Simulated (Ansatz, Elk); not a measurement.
## Cd2H3Cl: X-ray structure factors from the self-consistent density

The structure of Cd2H3Cl used here is made up (a known structure type with other elements) and was relaxed beforehand with PBE. The aim is the Fourier transform of its all-electron density, F(hkl), set beside the sum over free spherical atoms that refinements use.

Main program and level: Elk 11.2.3 (patched build); DFT, PBE, all-electron APW+lo, Dirac cores, scalar-relativistic bands, static density, no spin.

The structure was built from a prototype and need not be the compound's stable phase.

## (1) Starting point

It takes space group P-3m1 (No. 164, trigonal). Conventional cell: a = 3.469 Å, b = 3.469 Å, c = 7.936 Å, α = 90.00°, β = 90.00°, γ = 120.00°. Cd has 6 H at 2.00 to 2.65 Å and 3 Cl at 3.00 Å nearest. Nearest to Cl lie 6 Cd at 3.00 Å and 6 H at 3.01 Å. Nearest to H lie 3 Cd at 2.00 Å. H has 6 H at 2.64 Å and 6 Cd at 2.65 Å nearest. Farther neighbours and most contacts between anions are not listed.

## (2) Ground state and structure factors

An all-electron density is needed, since X-rays see the cores too. Task 0 finds the density and task 195 Fourier-transforms it; tshift is off so that phases refer to the origin typed.

Contents of elk.in:

```
tasks
  0
  195

xctype
  20

spinpol
  .false.

rgkmax
  7.0

gmaxvr
  14.0

lmaxo
  7

lmaxapw
  8

swidth
  0.002

tshift
  .false.

ramdisk
  .false.

hmaxvr
  5.5

maxscl
  120

epspot
  1e-06

sppath
  './'

avec
  6.55490625470 0.00000000000 0.00000000000
  -3.27745312735 5.67671533600 -0.00000000000
  0.00000000000 0.00000000000 14.99746296993

atoms
  3
  'Cd.in'
  2
  0.3333333333 0.6666666667 0.2818647000   0.000000 0.000000 0.000000
  0.6666666667 0.3333333333 0.7181353000   0.000000 0.000000 0.000000
  'Cl.in'
  1
  0.0000000000 0.0000000000 0.0000000000   0.000000 0.000000 0.000000
  'H.in'
  3
  0.3333333333 0.6666666667 0.7171702794   0.000000 0.000000 0.000000
  0.6666666667 0.3333333333 0.2828297206   0.000000 0.000000 0.000000
  -0.0000000000 0.0000000000 0.5000000000   0.000000 0.000000 0.000000

ngridk
  7 7 3
```

The run is started by

```console
> OMP_NUM_THREADS=4 elk
```

Numbers of over 12 decimals in the logs are rounded to 6 here.

Output:

```text
┌─────────────────────────┐
│ Elk code version 11.2.3 │
└─────────────────────────┘

All units are atomic (Hartree, Bohr, etc.)

┌─────────────────────────────────────────────────┐
│ Ground-state run starting from atomic densities │
└─────────────────────────────────────────────────┘

Lattice vectors :
   6.554906255       0.000000000       0.000000000
  -3.277453127       5.676715336      -0.000000000
   0.000000000       0.000000000       14.99746297

Reciprocal lattice vectors :
  0.9585469361      0.5534173316      -0.000000000
   0.000000000       1.106834663       0.000000000
  -0.000000000       0.000000000      0.4189498797

Unit cell volume      :    558.0606492
Brillouin zone volume :   0.4444861214

Muffin-tin inner radius fraction :   0.1000000000E-01

Nuclei treated as point charges

Species : 1 (Cd)
 parameters loaded from : Cd.in
 name : cadmium
 nuclear charge    :   -48.00000000
 electronic charge :    48.00000000
 atomic mass :    204912.7176
 muffin-tin radius :    2.427427967
 number of radial points in muffin-tin :   1193
 inner part over the whole radius :   0.9903223310E-02
 number on inner part of muffin-tin    :    848
 approximate nuclear radius :   0.8708852602E-04
 number of mesh points to nuclear radius :    428
 atomic positions (lattice), magnetic fields (Cartesian) :
  1 :   0.33333333 -0.33333333  0.28186470    0.00000000  0.00000000  0.00000000
  2 :  -0.33333333  0.33333333 -0.28186470    0.00000000  0.00000000  0.00000000

Species : 2 (Cl)
 parameters loaded from : Cl.in
 name : chlorine
 nuclear charge    :   -17.00000000
 electronic charge :    17.00000000
 atomic mass :    64626.86550
 muffin-tin radius :    2.200000000
 number of radial points in muffin-tin :    793
 inner part over the whole radius :   0.9992010025E-02
 number on inner part of muffin-tin    :    555
 approximate nuclear radius :   0.6305718926E-04
 number of mesh points to nuclear radius :    253
 atomic positions (lattice), magnetic fields (Cartesian) :
  1 :   0.00000000  0.00000000  0.00000000    0.00000000  0.00000000  0.00000000

Species : 3 (H)
 parameters loaded from : H.in
 name : hydrogen
 nuclear charge    :   -1.000000000
 electronic charge :    1.000000000
 atomic mass :    1837.362221
 muffin-tin radius :    1.307076597
 number of radial points in muffin-tin :    393
 inner part over the whole radius :   0.9937836792E-02
 number on inner part of muffin-tin    :    258
 approximate nuclear radius :   0.2766748019E-04
 number of mesh points to nuclear radius :     78
 atomic positions (lattice), magnetic fields (Cartesian) :
  1 :   0.33333333 -0.33333333 -0.28282972    0.00000000  0.00000000  0.00000000
  2 :  -0.33333333  0.33333333  0.28282972    0.00000000  0.00000000  0.00000000
  3 :   0.00000000  0.00000000  0.50000000    0.00000000  0.00000000  0.00000000

Total number of atoms per unit cell :    6
Total muffin-tin volume :    192.4916938
 ratio of muffin-tin to unit cell volume :   0.3449297026

Spin treatment :
 spin-unpolarised

Number of Bravais lattice symmetries :   24
Number of crystal symmetries         :   12
Crystal has inversion symmetry
Real symmetric eigensolver will be used

k-point grid :      7     7     3
k-point offset :    0.000000000       0.000000000       0.000000000
k-point set is reduced with full crystal symmetry group
Total number of k-points :       20

Muffin-tin radius times maximum |G+k| :    7.000000000
 using average radius
Maximum |G+k| for APW functions       :    3.826500726
Maximum (1/2)|G+k|²                   :    7.321053903
Maximum |G| for potential and density :    14.00000000
Constant for pseudocharge density :    8
 order of it for each species :   15  15  15
 order of it for pair densities of each species (exact exchange by exxq0 0: 16) :   15  14   4
Radial integration step length :    1

G-vector grid sizes :     30    30    70
Number of G-vectors :    25921

Maximum angular momentum used for
 APW functions            :    8
 outer part of muffin-tin :    7
[...]
valence                     :    46.00000000
 interstitial                :    6.007693378
 muffin-tins (core leakage)
  species : 1 (Cd)
   atom 1                    :    45.94762611     (  0.6271384467E-03)
   atom 2                    :    45.94762611     (  0.6271384467E-03)
  species : 2 (Cl)
   atom 1                    :    15.81629355     (  0.1474274352E-04)
  species : 3 (H)
   atom 1                    :   0.7778469374     (   0.000000000    )
   atom 2                    :   0.7778469374     (   0.000000000    )
   atom 3                    :   0.7250669758     (   0.000000000    )
 total in muffin-tins        :    109.9923066
 total calculated charge     :    115.9979768
 total charge                :    116.0000000
 error                       :   0.2023170685E-02

RMS change in Kohn-Sham potential (target) :    91.42233225     (  0.1000000000E-05)
Absolute change in total energy (target)   :    1.494432909     (  0.1000000000E-03)

[... loops 3 to 19 left out ...]

┌──────────────────┐
│ Loop number : 20 │
└──────────────────┘

Energies :
 Fermi                       :     0.141541
 sum of occupied eigenvalues :     -6985.0712423769
 electron kinetic            :      12199.670157189
 core electron kinetic       :      11807.923059660
 Coulomb                     :     -23516.185068006
 Coulomb potential           :     -18743.139425471
 nuclear-nuclear             :     -1168.9554608414
 electron-nuclear            :     -25973.149202810
 Hartree                     :      3625.9195956458
 Madelung                    :     -14144.615355270
 xc potential                :     -441.60197409517
 exchange                    :     -332.83094597459
 correlation                 :     -5.901575
 electron entropic           :    -0.13630509238005E-03
 total energy                :     -11655.247568148

Density of states at Fermi energy :    7.097621170
 (states/Hartree/unit cell)

Estimated indirect band gap :   0.1310335839E-01
 from k-point 15 to k-point 18
Estimated direct band gap   :   0.5442992973E-01
 at k-point 13

Charges :
 core                        :    70.00000000
 valence                     :    46.00000000
 interstitial                :    6.033425353
 muffin-tins (core leakage)
  species : 1 (Cd)
[...]
species : 2 (Cl)
[...]
species : 3 (H)
[...]
total in muffin-tins        :    109.9665746
 total calculated charge     :    115.9981177
 total charge                :    116.0000000
 error                       :   0.1882250062E-02

RMS change in Kohn-Sham potential (target) :   0.2645127643E-06 (  0.1000000000E-05)
Absolute change in total energy (target)   :   0.6796199159E-06 (  0.1000000000E-03)

Convergence targets achieved

┌──────────────────┐
│ Loop number : 21 │
└──────────────────┘

Energies :
 Fermi                       :     0.141541
 sum of occupied eigenvalues :     -6985.0712424013
 electron kinetic            :      12199.670157185
 core electron kinetic       :      11807.923059666
 Coulomb                     :     -23516.185068016
 Coulomb potential           :     -18743.139425479
 nuclear-nuclear             :     -1168.9554608414
 electron-nuclear            :     -25973.149202823
 Hartree                     :      3625.9195956477
 Madelung                    :     -14144.615355277
 xc potential                :     -441.60197410730
 exchange                    :     -332.83094597458
 correlation                 :     -5.901575
 electron entropic           :    -0.13630509263451E-03
 total energy                :     -11655.247568163

Density of states at Fermi energy :    7.097621187
 (states/Hartree/unit cell)

Estimated indirect band gap :   0.1310335839E-01
 from k-point 15 to k-point 18
Estimated direct band gap   :   0.5442992974E-01
 at k-point 13

Charges :
 core                        :    70.00000000
 valence                     :    46.00000000
 interstitial                :    6.033425354
 muffin-tins (core leakage)
  species : 1 (Cd)
   atom 1                    :    46.14633325     (  0.6019192439E-03)
   atom 2                    :    46.14633325     (  0.6019192439E-03)
  species : 2 (Cl)
   atom 1                    :    15.65876101     (  0.1511493454E-04)
  species : 3 (H)
   atom 1                    :   0.6988425649     (   0.000000000    )
   atom 2                    :   0.6988425649     (   0.000000000    )
   atom 3                    :   0.6174620061     (   0.000000000    )
 total in muffin-tins        :    109.9665746
 total calculated charge     :    115.9981177
 total charge                :    116.0000000
 error                       :   0.1882250064E-02

┌──────────────────────────────┐
│ Self-consistent loop stopped │
└──────────────────────────────┘

Warning : core states of species 1 leak from the muffin-tin :   0.6019192439E-03

Wrote STATE.OUT
```

Elapsed: 37 s, on 4 threads of Arm Neoverse V1, shared host; peak memory 0.19 GiB; 1.8 min of CPU time.

SFACRHO.OUT:

```text

h k l indices transformed by vhmat matrix:
   1.000000000       0.000000000       0.000000000    
   0.000000000       1.000000000       0.000000000    
   0.000000000       0.000000000       1.000000000    

      h      k      l  multipl.   |H|            Re(F)            Im(F)           |F|

      0      0      0      1   0.0000000       116.00000     -0.95857762E-16   116.00000    
      0      0      1      2  0.41894988      -3.5203075     -0.78367165E-14   3.5203075    
      0      0      2      2  0.83789976      -65.631777     -0.34949766E-13   65.631777    
     -1      1      0      6   1.1068347      -27.614662      0.59783789E-16   27.614662    
     -1      1      1      6   1.1834703      -46.732391      0.22796987E-16   46.732391    
      0     -1     -1      6   1.1834703       87.168488     -0.93685187E-16   87.168488    
      0      0      3      2   1.2568496       57.256955      0.19390570E-13   57.256955    
      1     -1     -2      6   1.3882215       73.713284     -0.23183410E-13   73.713284    
      0      1      2      6   1.3882215       22.756473     -0.78871911E-14   22.756473    
      1      0     -3      6   1.6747400      -61.017223      0.47445680E-13   61.017223    
     -1      1      3      6   1.6747400       40.268865      0.19361789E-13   40.268865    
      0      0     -4      2   1.6757995       61.562061     -0.42511898E-13   61.562061    
     -2      1      0      6   1.9170939       78.535187      0.57194338E-16   78.535187    
     -2      1      1     12   1.9623374      -4.1153574     -0.78445460E-14   4.1153574    
      1      0      4      6   2.0083294      -54.330324     -0.56261727E-13   54.330324    
      0      1      4      6   2.0083294       27.323355      0.76903387E-14   27.323355    
      1      1      2     12   2.0922058      -50.835836     -0.11643294E-13   50.835836    
      0      0      5      2   2.0947494      -46.169959     -0.46403912E-13   46.169959
```

Elk indexes on the primitive cell of elk.in and gives |H| = 4π sin θ/λ in inverse bohr. Below, one row stands for each form hkl of the conventional cell (m members, Friedel mates merged), F is for one primitive cell and the density is static (no thermal factor). Free-atom factors are Waasmaier and Kirfel's, and R is Σm||F|−|F'||/Σm|F|.

```csv
hkl,m,sin θ/λ (Å⁻¹),"abs F, DFT",neutral atoms,diff.,ions,diff.
001,2,0.063,3.520,3.585,-0.064,3.202,+0.318
002,2,0.126,65.632,66.020,-0.388,64.995,+0.637
100,6,0.166,27.615,27.890,-0.276,27.668,-0.053
101,6,0.178,46.732,47.147,-0.414,46.923,-0.191
011,6,0.178,87.168,87.635,-0.467,87.350,-0.181
003,2,0.189,57.257,57.157,+0.100,57.156,+0.101
102,6,0.209,73.713,73.593,+0.120,73.677,+0.036
012,6,0.209,22.756,22.360,+0.396,22.426,+0.330
013,6,0.252,61.017,61.053,-0.036,61.297,-0.279
103,6,0.252,40.269,40.564,-0.295,40.605,-0.336
004,2,0.252,61.562,61.366,+0.196,61.449,+0.113
110,6,0.288,78.535,78.364,+0.171,78.465,+0.070
111,12,0.295,4.115,4.027,+0.088,4.096,+0.019
104,6,0.302,54.330,54.352,-0.022,54.589,-0.259
```

The ions are Cd2+, H− and Cl−, by formal charge.

## (3) The highest occupied states alone

An energy window below the Fermi level keeps the highest occupied states, to see at which angles they scatter; shallow core shells can lie inside it and anion s states outside. No new self-consistency is needed.

Changes to elk.in since step 2:

```diff
@@ -1,3 +1,2 @@
 tasks
-  0
   195
@@ -40,2 +39,5 @@
 
+wsfac
+  -0.299450 0.441540
+
 sppath
```

The run is started by

```console
> OMP_NUM_THREADS=4 elk
```

Output:

```text
┌─────────────────────────────────┐
│ Elk code version 11.2.3 started │
└─────────────────────────────────┘

Info(readinput): the functional depends on the density's gradient
 muffin-tin radial points multiplied by    2.00000
 (not where nrmtscf is given)

┌────────────────────┐
│ Current task : 195 │
└────────────────────┘
Info(checkmt): changed muffin-tin radius of species 1 (Cd) from   2.6000 to   2.4274
Info(checkmt): changed muffin-tin radius of species 3 (H) from   1.4000 to   1.3071

Info(sfacrho): density structure factors written to SFACRHO.OUT

 Energy window :  -0.2994500000      0.4415400000

┌──────────────────┐
│ Elk code stopped │
└──────────────────┘
```

Wall time 9.3 s (4 threads); peak memory 0.16 GiB; 11 s of CPU time.

States within 12 eV below the Fermi level hold 32.00 electrons; any levels below the window count with the cores. Their amplitudes can exceed the total, where window and core parts have opposite phase:

```csv
hkl,sin θ/λ (Å⁻¹),"abs F, window","abs F, all"
001,0.063,1.078,3.520
002,0.126,12.705,65.632
100,0.166,4.396,27.615
101,0.178,6.838,46.732
011,0.178,12.657,87.168
003,0.189,9.036,57.257
102,0.209,10.931,73.713
012,0.209,4.433,22.756
013,0.252,7.446,61.017
103,0.252,3.135,40.269
```

## (4) Another functional

The difference from free atoms is small, so it is set against the change that PBEsol makes.

Changes to elk.in since step 3:

```diff
@@ -1,2 +1,3 @@
 tasks
+  0
   195
@@ -4,3 +5,3 @@
 xctype
-  20
+  22
 
@@ -39,5 +40,2 @@
 
-wsfac
-  -0.299450 0.441540
-
 sppath
```

The run is started by

```console
> OMP_NUM_THREADS=4 elk
```

Output:

```text
┌─────────────────────────┐
│ Elk code version 11.2.3 │
└─────────────────────────┘

All units are atomic (Hartree, Bohr, etc.)

┌─────────────────────────────────────────────────┐
│ Ground-state run starting from atomic densities │
└─────────────────────────────────────────────────┘

Lattice vectors :
   6.554906255       0.000000000       0.000000000
  -3.277453127       5.676715336      -0.000000000
   0.000000000       0.000000000       14.99746297

Reciprocal lattice vectors :
  0.9585469361      0.5534173316      -0.000000000
[...]
species : 2 (Cl)
   atom 1                    :    15.62580434     (  0.1521476716E-04)
  species : 3 (H)
[...]
atom 2                    :   0.6786724664     (   0.000000000    )
   atom 3                    :   0.5927414464     (   0.000000000    )
 total in muffin-tins        :    109.8847424
 total calculated charge     :    115.9981210
 total charge                :    116.0000000
 error                       :   0.1878978110E-02

┌──────────────────────────────┐
│ Self-consistent loop stopped │
└──────────────────────────────┘

Warning : core states of species 1 leak from the muffin-tin :   0.6072880105E-03

Wrote STATE.OUT
[key lines of the parts left out:]
total energy                :     -11649.362759497
```

Elapsed: 40 s, on 4 threads; peak memory 0.19 GiB; 2 min of CPU time.

Against the first run R = 0.03 %; the largest change is -0.081 at 012.

## (5) A coarser k-mesh

About half the k-points along each axis test the sampling.

Changes to elk.in since step 4:

```diff
@@ -5,3 +5,3 @@
 xctype
-  22
+  20
 
@@ -64,2 +64,2 @@
 ngridk
-  7 7 3
+  4 4 2
```

The run is started by

```console
> OMP_NUM_THREADS=4 elk
```

Output:

```text
┌─────────────────────────┐
│ Elk code version 11.2.3 │
└─────────────────────────┘

All units are atomic (Hartree, Bohr, etc.)

┌─────────────────────────────────────────────────┐
│ Ground-state run starting from atomic densities │
└─────────────────────────────────────────────────┘

Lattice vectors :
   6.554906255       0.000000000       0.000000000
  -3.277453127       5.676715336      -0.000000000
   0.000000000       0.000000000       14.99746297

Reciprocal lattice vectors :
  0.9585469361      0.5534173316      -0.000000000
[...]
species : 2 (Cl)
   atom 1                    :    15.65250429     (  0.1510221398E-04)
  species : 3 (H)
[...]
atom 2                    :   0.6922958705     (   0.000000000    )
   atom 3                    :   0.6068398478     (   0.000000000    )
 total in muffin-tins        :    109.9546749
 total calculated charge     :    115.9981264
 total charge                :    116.0000000
 error                       :   0.1873623498E-02

┌──────────────────────────────┐
│ Self-consistent loop stopped │
└──────────────────────────────┘

Warning : core states of species 1 leak from the muffin-tin :   0.6019872047E-03

Wrote STATE.OUT
[key lines of the parts left out:]
total energy                :     -11655.247476428
```

The job ended after 24 s (4 threads; peak memory 0.19 GiB; 55 s of CPU time).

Against the first run R = 0.01 %; the largest change is -0.030 at 110.

## (6) Settings against the effect

```csv
run,R against the first run (%),"R against neutral atoms, low angle (%)",wall time
"PBE, rgkmax 7",0.00,0.51,37 s
PBEsol,0.03,0.44,40 s
k-mesh 4×4×2,0.01,0.49,24 s
```

## (7) Results

- R against neutral atoms, sin θ/λ < 0.3 Å⁻¹: 0.51 %
- R against neutral atoms, 0.3 to 0.77 Å⁻¹: 0.13 %
- R against ions, below 0.3 Å⁻¹: 0.37 %

In words: Independent neutral atoms miss the calculated amplitudes by R = 0.51 % below 0.3 Å⁻¹ and 0.13 % from there to 0.77 Å⁻¹; by shells, 0.65 % below 0.15 Å⁻¹ (2 forms), 0.50 % 0.15 to 0.3 (11 forms), 0.16 % 0.3 to 0.45 (25 forms), 0.13 % above 0.45 (111 forms). Bonding, aspherical density and the tables' own atoms all enter these figures, and the runs don't part them. The largest change of an amplitude is -0.47 electrons, at 011. Formal ions give R = 0.37 % at low angle, nearer than neutral atoms. The window's part falls from 32.0 electrons at the origin to at most 0.86 between 0.45 and 0.77 Å⁻¹, where compact states inside the window still scatter. Below 0.3 Å⁻¹ the changes that finished (PBEsol and k-mesh 4×4×2) move F by R = 0.09 % at most, against the 0.51 % that separates it from free atoms. The basis has no finished test. Part of the difference isn't bonding: the tables are fits to free atoms and ions calculated by other methods than this functional. Thermal motion, anomalous dispersion and extinction are left out.

[Logs are printed without paths, hosts, clocks, repeated set-up lines and the standing remarks that a program may print on its own settings, such as how far it seeks lower states.]

[Hosts, paths, dates, database ids (printed as entryN), source tags and the programs' standing remarks are cut or masked in the printed files.]
